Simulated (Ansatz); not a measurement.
**Zr2SnB: relaxing a made-up structure**

This structure for Zr2SnB is made up. Its elements were placed in a known structure type with a cell scaled to their sizes. What cell does the guess relax to, and how far off was it?

Calculated with Ansatz 0.2.0; DFT, PBE, plane-wave PAW, files of the set soft_1, scalar-relativistic, no spin, cell and ions relaxed at zero pressure; PAW set soft_1.

### Step 1. Set-up

The structure is hexagonal, space group P6_3/mmc (No. 194). Conventional cell: a = 3.383 Å, b = 3.383 Å, c = 14.650 Å, α = 90.00°, β = 90.00°, γ = 120.00°. Nearest to Sn lie 6 Zr at 3.06 Å and 6 Sn at 3.38 Å. Nearest to Zr lie 3 B at 2.35 Å and 3 Sn at 3.06 Å. B has 6 Zr at 2.35 Å nearest. Farther neighbours are not listed.

### Step 2. Relaxing cell and atoms

The guess takes its coordinates from another compound and its volume from a rule, so the cell and any free coordinates are relaxed together.

Input file input.yaml:

```yaml
crystal:
  lattice:
    - [3.383, 0.0, 0.0]
    - [-1.6915, 2.929763941, 0.0]
    - [0.0, 0.0, 14.65]
  atoms:
    - { symbol: Sn, position: [0.666666667, 0.333333333, 0.25] }
    - { symbol: Sn, position: [0.333333333, 0.666666667, 0.75] }
    - { symbol: Zr, position: [0.666666667, 0.333333333, 0.9109] }
    - { symbol: Zr, position: [0.666666667, 0.333333333, 0.5891] }
    - { symbol: Zr, position: [0.333333333, 0.666666667, 0.4109] }
    - { symbol: Zr, position: [0.333333333, 0.666666667, 0.0891] }
    - { symbol: B, position: [0.0, 0.0, 0.5] }
    - { symbol: B, position: [0.0, 0.0, 0.0] }
kpoints:
  mp_grid: { grid: [9, 9, 2] }
scf:
  occupations: { method: fermi_dirac, width: 0.05 }
hamiltonian:
  xc: pbe
  pseudopotentials: { kind: paw, azcp: { folder: soft_1 } }
relax:
  f_tol: 0.015
  max_steps: 70
  cell: {}
output:
  forces: true
  stress: true
```

Launch:

```
> ansatz run input.yaml --threads 4 --pin off --max-ram 10240MiB --backend cpu --events-out ev --progress --plain --runs-dir out
```

Numbers of over 12 decimals in the logs are rounded to 6 here.

Log:

```text
Engine: ansatz 0.2.0, x86_64-unknown-linux-gnu
Pseudopotentials: kind: paw
Pseudopotential: Sn, paw, valence charge 14, recommended cutoff 420 eV (normal), soft_1/Sn.paw.azcp
Pseudopotential: Zr, paw, valence charge 12, recommended cutoff 420 eV (normal), soft_1/Zr.paw.azcp
Pseudopotential: B, paw, valence charge 3, recommended cutoff 420 eV (normal), soft_1/B.paw.azcp
Functional definition: PBE
  parameter kappa = 0.804
  parameter beta = 0.066725
  exchange = pbe_x(kappa = kappa, mu = beta*pi^2/3)
  correlation = pbe_c(beta = beta)
Crystal: 8 atoms, lattice volume = 145.202 Å³
Basis set: ecut = 420 eV, 2857 PW (Γ), exchange–correlation on 48×48×200 points (8 copies of the dense FFT grid, shifted against one another)
Bands: 50, of which v1, the nominal top of the filled ones, is band 41 counted from 1 (40 counted from 0)
Symmetry: 24 space group operations
Space group: P63/mmc (ITA 194), of the structure as read, at distance tolerance 5.3e-5 Å
k-points: 24 of 162
Non-local potential: Sn, projectors of the file, l = 0: 2, l = 1: 2, l = 2: 2, l = 3: 1
Non-local potential: Zr, projectors of the file, l = 0: 3, l = 1: 2, l = 2: 2, l = 3: 1
Non-local potential: B, projectors of the file, l = 0: 2, l = 1: 2, l = 2: 1
PAW form: soft (Blöchl's): semilocal exchange-correlation on the pseudo side does not see the compensation charge
PAW one-centre angular grid: Sn, 590 points (default); XC on 64 Gauss nodes
PAW one-centre angular grid: Zr, 590 points (default); XC on 64 Gauss nodes
PAW one-centre angular grid: B, 110 points (default); XC on 64 Gauss nodes
Initial density: superposition of atomic densities (chi_scale 0.1, normalization cell, long waves kept (reshape's long-wave potential 0.13 eV rms))
Initial wavefunctions: pseudopotential atomic-orbital guess
Functional: x = pbe(κ = 0.804, μ = 0.219515), c = pbe(β = 0.066725)
SCF iter   1: F=—  HF=-29116.278857 eV  |F-HF|=—  |Δ(HF+E_count)|=         —  Δρ=9.50e-2  dr2=9.73e1  ethr=3.10e-3  ⟨swp⟩=6.0  Hψ=4768  notcnv=0  defer=2
preconditioner: auto → Kerker (q_TF=auto, 2.480 Å⁻¹)  [metal: Δε(μ)=0.019 eV  Ē_g=10.659 eV  σ=0.050 eV  W_gap=0.09  n_scr=40 (ndim 8)  ℏωp=21.8 eV  f_vac=0.000  D(μ)=5.35/eV (n_scr^D=54)]
SCF iter   2: F=—  HF=-29106.284259 eV  |F-HF|=—  |Δ(HF+E_count)|=    9.99e0  Δρ=5.11e-2  dr2=3.60e1  ethr=3.10e-3  ⟨swp⟩=3.6  Hψ=2366  notcnv=0  defer=48
SCF iter   3: F=—  HF=-29100.795802 eV  |F-HF|=—  |Δ(HF+E_count)|=    5.49e0  Δρ=1.28e-2  dr2=1.65e0  ethr=3.10e-3  ⟨swp⟩=5.0  Hψ=2365  notcnv=0  defer=49
SCF iter   4: F=—  HF=-29100.531941 eV  |F-HF|=—  |Δ(HF+E_count)|=   2.64e-1  Δρ=3.27e-3  dr2=1.97e-2  ethr=2.01e-3  ⟨swp⟩=3.2  Hψ=1957  notcnv=0  defer=46
SCF iter   5: F=—  HF=-29100.528363 eV  |F-HF|=—  |Δ(HF+E_count)|=   3.58e-3  Δρ=1.28e-3  dr2=2.93e-3  ethr=2.40e-5  ⟨swp⟩=2.0  Hψ=1920  notcnv=0  defer=46
SCF iter   6: F=—  HF=-29100.527804 eV  |F-HF|=—  |Δ(HF+E_count)|=   5.59e-4  Δρ=2.76e-4  dr2=2.61e-4  ethr=3.58e-6  ⟨swp⟩=2.0  Hψ=1456  notcnv=0  defer=46
SCF iter   7: F=—  HF=-29100.527749 eV  |F-HF|=—  |Δ(HF+E_count)|=   5.46e-5  Δρ=5.41e-5  dr2=5.11e-6  ethr=3.19e-7  ⟨swp⟩=2.0  Hψ=1749  notcnv=0  defer=46
SCF iter   8: F=—  HF=-29100.527732 eV  |F-HF|=—  |Δ(HF+E_count)|=   1.73e-5  Δρ=1.26e-5  dr2=2.95e-7  ethr=6.23e-9  ⟨swp⟩=2.0  Hψ=2187  notcnv=0  defer=46
SCF iter   9: F=-29100.527732 eV  HF=-29100.527732 eV  |F-HF|=5.68e-9  |Δ(HF+E_count)|=   5.27e-8  Δρ=3.07e-6  dr2=1.81e-8  ethr=1.22e-10  ⟨swp⟩=5.0  Hψ=3741  notcnv=0
SCF 1 converged in 9 iterations: F = -29100.527732 eV  dr2 = 1.81e-8
  greatest PAW one-centre occupation: 0.997 electrons in one spin orbital (limit 2), on the Zr atom at site 5 (counted from 0), in its partial waves of l = 0
relax step   1: F+E_penalty+E_count = -29100.52773210 eV  Δ(F+E_penalty+E_count) = +0.000e0 eV  max|allowed force component| = 2.498e-1 eV/Å  Δτ_max = 0.0000 Å  P = +8.590 GPa  Ω = 145.202 Å³  (9 SCF iters, dr2 threshold 1.00e-7 eV, accepted)
Crystal: 8 atoms, lattice volume = 163.812 Å³
Basis set: ecut = 420 eV, 3165 PW (Γ), exchange–correlation on 48×48×200 points (8 copies of the dense FFT grid, shifted against one another)
Initial density: handed on by an earlier stage of this run
Initial wavefunctions: those handed on with the density
iter 1 solved again at ethr=9.95e-4 eV; its pass at ethr=3.10e-3 eV (dr2=8.16e-1 eV) is discarded
SCF iter   1: F=—  HF=-29100.784603 eV  |F-HF|=—  |Δ(HF+E_count)|=         —  Δρ=1.01e-2  dr2=8.38e-1  ethr=9.95e-4  ⟨swp⟩=1.4  Hψ=6617  notcnv=0
preconditioner: auto → Kerker (q_TF=auto, 2.431 Å⁻¹)  [metal: Δε(μ)=0.050 eV  Ē_g=4.896 eV  σ=0.050 eV  W_gap=0.24  n_scr=52 (ndim 8)  ℏωp=15.9 eV  f_vac=0.000  D(μ)=3.70/eV (n_scr^D=8)]
SCF iter   2: F=—  HF=-29100.692939 eV  |F-HF|=—  |Δ(HF+E_count)|=   9.17e-2  Δρ=5.61e-3  dr2=3.03e-1  ethr=9.95e-4  ⟨swp⟩=1.6  Hψ=1247  notcnv=0
SCF iter   3: F=—  HF=-29100.642867 eV  |F-HF|=—  |Δ(HF+E_count)|=   5.01e-2  Δρ=1.13e-3  dr2=9.20e-3  ethr=3.69e-4  ⟨swp⟩=3.1  Hψ=1735  notcnv=0  defer=30
SCF iter   4: F=—  HF=-29100.641927 eV  |F-HF|=—  |Δ(HF+E_count)|=   9.40e-4  Δρ=4.51e-4  dr2=4.28e-4  ethr=1.12e-5  ⟨swp⟩=2.0  Hψ=1513  notcnv=0  defer=31
SCF iter   5: F=—  HF=-29100.641792 eV  |F-HF|=—  |Δ(HF+E_count)|=   1.35e-4  Δρ=1.00e-4  dr2=4.57e-5  ethr=5.22e-7  ⟨swp⟩=2.0  Hψ=1500  notcnv=0  defer=31
SCF iter   6: F=—  HF=-29100.641787 eV  |F-HF|=—  |Δ(HF+E_count)|=   5.19e-6  Δρ=4.35e-5  dr2=4.12e-6  ethr=5.57e-8  ⟨swp⟩=2.0  Hψ=1732  notcnv=0  defer=31
SCF iter   7: F=-29100.641785 eV  HF=-29100.641785 eV  |F-HF|=7.53e-8  |Δ(HF+E_count)|=   1.62e-6  Δρ=1.06e-5  dr2=2.48e-7  ethr=9.76e-10  ⟨swp⟩=5.1  Hψ=4185  notcnv=0
SCF 2 converged in 7 iterations: F = -29100.641785 eV  dr2 = 2.48e-7
relax step   2: F+E_penalty+E_count = -29100.64178482 eV  Δ(F+E_penalty+E_count) = -1.141e-1 eV  max|allowed force component| = 5.629e-1 eV/Å  Δτ_max = 0.0848 Å  P = -3.780 GPa  Ω = 163.812 Å³  energy of the carried Pulay correction = -2.911e-3 eV  (7 SCF iters, dr2 threshold 8.00e-7 eV, accepted)
Crystal: 8 atoms, lattice volume = 157.584 Å³
Basis set: ecut = 420 eV, 3093 PW (Γ), exchange–correlation on 48×48×200 points (8 copies of the dense FFT grid, shifted against one another)
iter 1 solved again at ethr=2.91e-5 eV; its pass at ethr=3.10e-3 eV (dr2=2.38e-2 eV) is discarded
SCF iter   1: F=—  HF=-29100.813524 eV  |F-HF|=—  |Δ(HF+E_count)|=         —  Δρ=3.76e-3  dr2=2.37e-2  ethr=2.91e-5  ⟨swp⟩=2.4  Hψ=6138  notcnv=0
preconditioner: auto → Kerker (q_TF=auto, 2.447 Å⁻¹)  [metal: Δε(μ)=0.059 eV  Ē_g=12.184 eV  σ=0.050 eV  W_gap=0.28  n_scr=52 (ndim 8)  ℏωp=20.9 eV  f_vac=0.000  D(μ)=3.71/eV (n_scr^D=8)]
SCF iter   2: F=—  HF=-29100.809299 eV  |F-HF|=—  |Δ(HF+E_count)|=   4.23e-3  Δρ=2.15e-3  dr2=8.64e-3  ethr=2.89e-5  ⟨swp⟩=1.0  Hψ=1200  notcnv=0
SCF iter   3: F=—  HF=-29100.806869 eV  |F-HF|=—  |Δ(HF+E_count)|=   2.43e-3  Δρ=2.65e-4  dr2=1.78e-4  ethr=1.05e-5  ⟨swp⟩=2.0  Hψ=1575  notcnv=0
SCF iter   4: F=—  HF=-29100.806735 eV  |F-HF|=—  |Δ(HF+E_count)|=   1.34e-4  Δρ=9.98e-5  dr2=2.04e-5  ethr=2.17e-7  ⟨swp⟩=2.8  Hψ=2125  notcnv=0
SCF iter   5: F=—  HF=-29100.806731 eV  |F-HF|=—  |Δ(HF+E_count)|=   3.50e-6  Δρ=2.10e-5  dr2=1.07e-6  ethr=2.49e-8  ⟨swp⟩=2.0  Hψ=1543  notcnv=0
SCF iter   6: F=-29100.806731 eV  HF=-29100.806731 eV  |F-HF|=2.00e-8  |Δ(HF+E_count)|=   1.40e-7  Δρ=5.26e-6  dr2=5.06e-8  ethr=9.76e-10  ⟨swp⟩=4.5  Hψ=3648  notcnv=0
SCF 3 converged in 6 iterations: F = -29100.806731 eV  dr2 = 5.06e-8
relax step   3: F+E_penalty+E_count = -29100.80673085 eV  Δ(F+E_penalty+E_count) = -1.649e-1 eV  max|allowed force component| = 1.476e-1 eV/Å  Δτ_max = 0.0504 Å  P = -1.394 GPa  Ω = 157.584 Å³  energy of the carried Pulay correction = -1.977e-3 eV  (6 SCF iters, dr2 threshold 8.00e-7 eV, accepted)
Crystal: 8 atoms, lattice volume = 155.251 Å³
Basis set: ecut = 420 eV, 3043 PW (Γ), exchange–correlation on 48×48×200 points (8 copies of the dense FFT grid, shifted against one another)
iter 1 solved again at ethr=8.91e-5 eV; its pass at ethr=3.10e-3 eV (dr2=7.30e-2 eV) is discarded
SCF iter   1: F=—  HF=-29100.828186 eV  |F-HF|=—  |Δ(HF+E_count)|=         —  Δρ=2.52e-3  dr2=7.33e-2  ethr=8.91e-5  ⟨swp⟩=2.0  Hψ=4989  notcnv=0
preconditioner: auto → Kerker (q_TF=auto, 2.453 Å⁻¹)  [metal: Δε(μ)=0.058 eV  Ē_g=12.225 eV  σ=0.050 eV  W_gap=0.28  n_scr=52 (ndim 8)  ℏωp=21.1 eV  f_vac=0.000  D(μ)=4.18/eV (n_scr^D=28)]
SCF iter   2: F=—  HF=-29100.821005 eV  |F-HF|=—  |Δ(HF+E_count)|=   7.18e-3  Δρ=1.31e-3  dr2=2.67e-2  ethr=8.91e-5  ⟨swp⟩=1.0  Hψ=1200  notcnv=0
SCF iter   3: F=—  HF=-29100.817066 eV  |F-HF|=—  |Δ(HF+E_count)|=   3.94e-3  Δρ=2.93e-4  dr2=9.93e-4  ethr=3.26e-5  ⟨swp⟩=2.0  Hψ=1384  notcnv=0
SCF iter   4: F=—  HF=-29100.816926 eV  |F-HF|=—  |Δ(HF+E_count)|=   1.40e-4  Δρ=1.07e-4  dr2=2.92e-5  ethr=1.21e-6  ⟨swp⟩=2.0  Hψ=1455  notcnv=0
SCF iter   5: F=—  HF=-29100.816842 eV  |F-HF|=—  |Δ(HF+E_count)|=   8.45e-5  Δρ=2.39e-5  dr2=1.46e-6  ethr=3.56e-8  ⟨swp⟩=2.0  Hψ=1535  notcnv=0
SCF iter   6: F=-29100.816842 eV  HF=-29100.816842 eV  |F-HF|=1.77e-8  |Δ(HF+E_count)|=   2.39e-7  Δρ=4.41e-6  dr2=4.17e-8  ethr=9.76e-10  ⟨swp⟩=4.5  Hψ=3690  notcnv=0
SCF 4 converged in 6 iterations: F = -29100.816842 eV  dr2 = 4.17e-8
relax step   4: F+E_penalty+E_count = -29100.81684157 eV  Δ(F+E_penalty+E_count) = -1.011e-2 eV  max|allowed force component| = 5.648e-2 eV/Å  Δτ_max = 0.0024 Å  P = +0.531 GPa  Ω = 155.251 Å³  energy of the carried Pulay correction = -1.617e-3 eV  (6 SCF iters, dr2 threshold 8.00e-7 eV, accepted)
Crystal: 8 atoms, lattice volume = 155.886 Å³
Basis set: ecut = 420 eV, 3055 PW (Γ), exchange–correlation on 48×48×200 points (8 copies of the dense FFT grid, shifted against one another)
iter 1 solved again at ethr=6.58e-6 eV; its pass at ethr=3.10e-3 eV (dr2=5.40e-3 eV) is discarded
SCF iter   1: F=—  HF=-29100.818904 eV  |F-HF|=—  |Δ(HF+E_count)|=         —  Δρ=6.99e-4  dr2=5.55e-3  ethr=6.58e-6  ⟨swp⟩=1.8  Hψ=4169  notcnv=0
preconditioner: auto → Kerker (q_TF=auto, 2.451 Å⁻¹)  [metal: Δε(μ)=0.072 eV  Ē_g=12.268 eV  σ=0.050 eV  W_gap=0.34  n_scr=52 (ndim 8)  ℏωp=21.0 eV  f_vac=0.000  D(μ)=3.60/eV (n_scr^D=8)]
SCF iter   2: F=—  HF=-29100.818359 eV  |F-HF|=—  |Δ(HF+E_count)|=   5.45e-4  Δρ=3.67e-4  dr2=2.11e-3  ethr=6.58e-6  ⟨swp⟩=1.0  Hψ=1200  notcnv=0
SCF iter   3: F=—  HF=-29100.818052 eV  |F-HF|=—  |Δ(HF+E_count)|=   3.07e-4  Δρ=7.93e-5  dr2=6.41e-5  ethr=2.58e-6  ⟨swp⟩=2.0  Hψ=1406  notcnv=0
SCF iter   4: F=—  HF=-29100.817956 eV  |F-HF|=—  |Δ(HF+E_count)|=   9.67e-5  Δρ=2.77e-5  dr2=2.37e-6  ethr=7.82e-8  ⟨swp⟩=2.0  Hψ=1440  notcnv=0
SCF iter   5: F=-29100.817955 eV  HF=-29100.817955 eV  |F-HF|=5.95e-8  |Δ(HF+E_count)|=   2.20e-7  Δρ=7.03e-6  dr2=1.22e-7  ethr=9.76e-10  ⟨swp⟩=4.8  Hψ=3741  notcnv=0
SCF 5 converged in 5 iterations: F = -29100.817955 eV  dr2 = 1.22e-7
  greatest PAW one-centre occupation: 0.997 electrons in one spin orbital (limit 2), on the Zr atom at site 4 (counted from 0), in its partial waves of l = 0
relax step   5: F+E_penalty+E_count = -29100.81795525 eV  Δ(F+E_penalty+E_count) = -1.114e-3 eV  max|allowed force component| = 2.961e-3 eV/Å  Δτ_max = 0.0009 Å  P = -0.005 GPa  Ω = 155.886 Å³  energy of the carried Pulay correction = -1.715e-3 eV  (5 SCF iters, dr2 threshold 8.00e-7 eV, accepted)
Initial wavefunctions: pseudopotential atomic-orbital guess (no wavefunctions were taken with the density)
iter 1 solved again at ethr=3.79e-8 eV; its pass at ethr=3.10e-3 eV (dr2=3.11e-5 eV) is discarded
SCF iter   1: F=—  HF=-29100.820221 eV  |F-HF|=—  |Δ(HF+E_count)|=         —  Δρ=8.41e-5  dr2=1.39e-6  ethr=3.79e-8  ⟨swp⟩=3.9  Hψ=8647  notcnv=0
preconditioner: auto → Kerker (q_TF=auto, 2.451 Å⁻¹)  [metal: Δε(μ)=0.069 eV  Ē_g=12.256 eV  σ=0.050 eV  W_gap=0.33  n_scr=52 (ndim 8)  ℏωp=21.0 eV  f_vac=0.000  D(μ)=3.71/eV (n_scr^D=8)]
SCF iter   2: F=—  HF=-29100.820144 eV  |F-HF|=—  |Δ(HF+E_count)|=   7.68e-5  Δρ=4.44e-5  dr2=3.54e-7  ethr=1.69e-9  ⟨swp⟩=2.0  Hψ=1756  notcnv=0
SCF iter   3: F=—  HF=-29100.820147 eV  |F-HF|=—  |Δ(HF+E_count)|=   3.20e-6  Δρ=7.44e-6  dr2=2.75e-8  ethr=4.32e-10  ⟨swp⟩=2.0  Hψ=1783  notcnv=0
SCF iter   4: F=—  HF=-29100.820147 eV  |F-HF|=—  |Δ(HF+E_count)|=   6.13e-8  Δρ=8.82e-7  dr2=2.69e-9  ethr=3.36e-11  ⟨swp⟩=2.0  Hψ=1558  notcnv=0
SCF iter   5: F=—  HF=-29100.820147 eV  |F-HF|=—  |Δ(HF+E_count)|=  3.09e-10  Δρ=2.03e-7  dr2=1.91e-10  ethr=3.28e-12  ⟨swp⟩=2.0  Hψ=1399  notcnv=0
SCF iter   6: F=-29100.820147 eV  HF=-29100.820147 eV  |F-HF|=3.64e-12  |Δ(HF+E_count)|=  2.55e-11  Δρ=5.61e-8  dr2=4.97e-12  ethr=1.00e-12  ⟨swp⟩=4.4  Hψ=3700  notcnv=0
SCF 6 converged in 6 iterations: F = -29100.820147 eV  dr2 = 4.97e-12
relax step   6: F+E_penalty+E_count = -29100.82014731 eV  Δ(F+E_penalty+E_count) = -2.192e-3 eV  max|allowed force component| = 2.670e-3 eV/Å  Δτ_max = 0.0000 Å  P = +0.009 GPa  Ω = 155.886 Å³  stress off target by 2.02e-2 GPa  SCF on the basis re-selected at this cell (its energy is not comparable with the rows above)  (6 SCF iters)
basis re-selected at this cell: Δ(F+E_penalty+E_count) = -2.192e-3 eV, ΔP = +0.014 GPa vs the last step (what re-selecting the basis moved, of the pressure what is left beyond the Pulay correction that the steps carried, after the strain that the cell walked since its last selection, with what the two solves' SCF thresholds leave and, on support functions, any second-order correction that the steps lacked; it is no m [...]
SCF converged after 6 iterations
Free energy (F): -29100.820147 eV
Harris-Foulkes:  -29100.820147 eV  (|F-HF|=3.64e-12)
Internal energy: -29100.790770 eV  (E = F + TS)
E sigma→0 (E₀):  -29100.805459 eV
Entropy (-TS):   -0.029377 eV (-3.672 meV/atom)
Fermi energy:    12.518828 eV
--- Per-component energies (eV) ---
  E_band       = -494.669093
  E_kinetic    = 1695.849819
  E_local      = -4358.134526  (includes V_loc(G=0)·N_el)
  E_nonlocal   = 603.453359
  E_hartree    = 1782.424096
  E_xc         = -937.385279
  E_vxc        = -970.693269  (∫ρ·V_xc dr)
  E_paw        = -20750.838656  (= ΣΔE_a)
  E_vpaw       = -1029.993240  (= ΣTr[D̂ρ^β])
  E_aug_tail   = 0.000499  (compensation charges beyond the density's cutoff)
  E_ewald      = -7136.160083
  E_smearing   = -0.029377  (= −TS)
  E_closure    = 0.000000  (closes the sum)
  Σ components = -29100.820147   (vs F -29100.820147, Δ=0.00e0)
--- Forces (eV/Å), atoms counted from 1 ---
  atom   1  Sn    -0.00000000    -0.00000000     0.00000000
  atom   2  Sn    -0.00000000     0.00000000     0.00000000
  atom   3  Zr    -0.00000000    -0.00000000    -0.00266998
  atom   4  Zr     0.00000000    -0.00000000     0.00266998
  atom   5  Zr    -0.00000000     0.00000000    -0.00266998
  atom   6  Zr     0.00000000     0.00000000     0.00266998
  atom   7  B      0.00000000     0.00000000     0.00000000
  atom   8  B      0.00000000    -0.00000000    -0.00000000
  max |Σ_I F_I| component: 4.63e-17 eV/Å
--- Stress (GPa, compression-positive) ---
        0.020152       0.000000       0.000000
        0.000000       0.020152       0.000000
        0.000000       0.000000      -0.012573
  P = ⅓ Tr σ = 0.0092 GPa (0.092 kbar)
--- Relaxed structure (5 steps of the walk, 5 accepted, 1 SCFs on fresh bases) ---
  F+E_penalty+E_count = -29100.82014731 eV   max|allowed force component| = 2.670e-3 eV/Å   (the final SCF, on the basis selected at the relaxed cell)
  cell:  # Å, volume = 155.8857 Å³
    - [3.475904, 0, 0.0]
    - [-1.737952, 3.010221, 0.0]
    - [0.0, 0.0, 14.898421]
  atoms:
    - { symbol: Sn, position: [0.666667, 0.333333, 0.250000] }
    - { symbol: Sn, position: [0.333333, 0.666667, 0.75] }
    - { symbol: Zr, position: [0.666667, 0.333333, 0.913351] }
    - { symbol: Zr, position: [0.666667, 0.333333, 0.586649] }
    - { symbol: Zr, position: [0.333333, 0.666667, 0.413351] }
    - { symbol: Zr, position: [0.333333, 0.666667, 0.086649] }
    - { symbol: B, position: [0, 0, 0.500000] }
    - { symbol: B, position: [0, 0, 0] }
```

Run time: 12 s. Hardware: 4 threads of AMD EPYC 7B13 (Zen 3), shared host; peak memory 0.67 GiB; 41 s of CPU time.

The steps of the relaxation:

```csv
step,energy less that of the first step (eV),largest force component (eV/Å),pressure (GPa),volume (Å³)
1,0.0000,0.2498,8.59,145.20
2,-0.1141,0.5629,-3.78,163.81
3,-0.2790,0.1476,-1.39,157.58
4,-0.2891,0.0565,0.53,155.25
5,-0.2902,0.0030,0.00,155.89
6*,-0.2924,0.0027,0.01,155.89
```

Relaxation steps marked * repeat the geometry before them on a plane-wave basis chosen anew for their cell, so energy and pressure can jump there.

Forces are held to the 24 operations that the run works with; a distortion that breaks them can't arise in this run.

| conventional cell, symmetrised | before | after | change |
| --- | --- | --- | --- |
| a (Å) | 3.383 | 3.476 | +2.7 % |
| b (Å) | 3.383 | 3.476 | +2.7 % |
| c (Å) | 14.650 | 14.898 | +1.7 % |
| volume (Å³/atom) | 18.15 | 19.49 | +7.4 % |

The atoms that moved most (Å, as changes of fractional coordinates times the final cell):

| atom | dx | dy | dz | length |
| --- | --- | --- | --- | --- |
| Zr5 | 0.000 | 0.000 | 0.037 | 0.037 |
| Zr6 | 0.000 | 0.000 | -0.037 | 0.037 |
| Zr4 | 0.000 | 0.000 | -0.037 | 0.037 |
| Zr3 | 0.000 | 0.000 | 0.037 | 0.037 |

The relaxed structure:

```cif
data_structure
_symmetry_space_group_name_H-M 'P 1'
_symmetry_Int_Tables_number 1
_cell_length_a 3.4759
_cell_length_b 3.4759
_cell_length_c 14.8984
_cell_angle_alpha 90.000
_cell_angle_beta 90.000
_cell_angle_gamma 120.000
_cell_volume 155.89
loop_
_atom_site_label
_atom_site_type_symbol
_atom_site_fract_x
_atom_site_fract_y
_atom_site_fract_z
_atom_site_occupancy
Sn1 Sn 0.66667 0.33333 0.25000 1
Sn2 Sn 0.33333 0.66667 0.75000 1
Zr3 Zr 0.66667 0.33333 0.91335 1
Zr4 Zr 0.66667 0.33333 0.58665 1
Zr5 Zr 0.33333 0.66667 0.41335 1
Zr6 Zr 0.33333 0.66667 0.08665 1
B7 B 0.00000 0.00000 0.50000 1
B8 B 0.00000 0.00000 0.00000 1
```

Numbers from this step:

| Property | Result |
| --- | --- |
| free energy | -29100.8201 eV |
| energy at zero smearing | -29100.8055 eV |
| smearing term TS | 0.02938 eV |
| Fermi energy | 12.52 eV |
| electrons | 82 |
| symmetry operations | 24 |
| pressure | 0.009243 GPa |

Shortest distances by pair of elements, guess and relaxed (not always the same contact):

```csv
pair,guess (Å),relaxed (Å)
B–Zr,2.349,2.386
Sn–Zr,3.061,3.154
Zr–Zr,3.260,3.270
Sn–Sn,3.383,3.476
B–B,3.383,3.476
```

The relaxation ends with a largest force component of 0.0027 eV/Å and a pressure of 0.01 GPa.

### Step 3. Results

```yaml
space_group_relaxed: P6_3/mmc
conventional_cell: a = 3.476, b = 3.476, c = 14.898 Å; α = 90.0°, β = 90.0°, γ = 120.0°
volume_per_atom: 19.49 Å³ (guess 18.15)
```

Zr2SnB relaxes to P6_3/mmc with a = 3.476, b = 3.476 and c = 14.898 Å. The guessed volume was 7 % too small. The space group P6_3/mmc was held in the relaxation, so the end point is a stationary structure within it and may be a saddle against distortions or other arrangements. Mesh and cutoff weren't tested. No dispersion term is used, so weakly bound directions may come out too long. Nothing here tests whether the compound is stable against decomposition.

[Logs are printed without paths, hosts, clocks, repeated set-up lines and the standing remarks that a program may print on its own settings, such as how far it seeks lower states.]

[Hosts, paths, dates, database ids (printed as entryN), source tags and the programs' standing remarks are cut or masked in the printed files.]
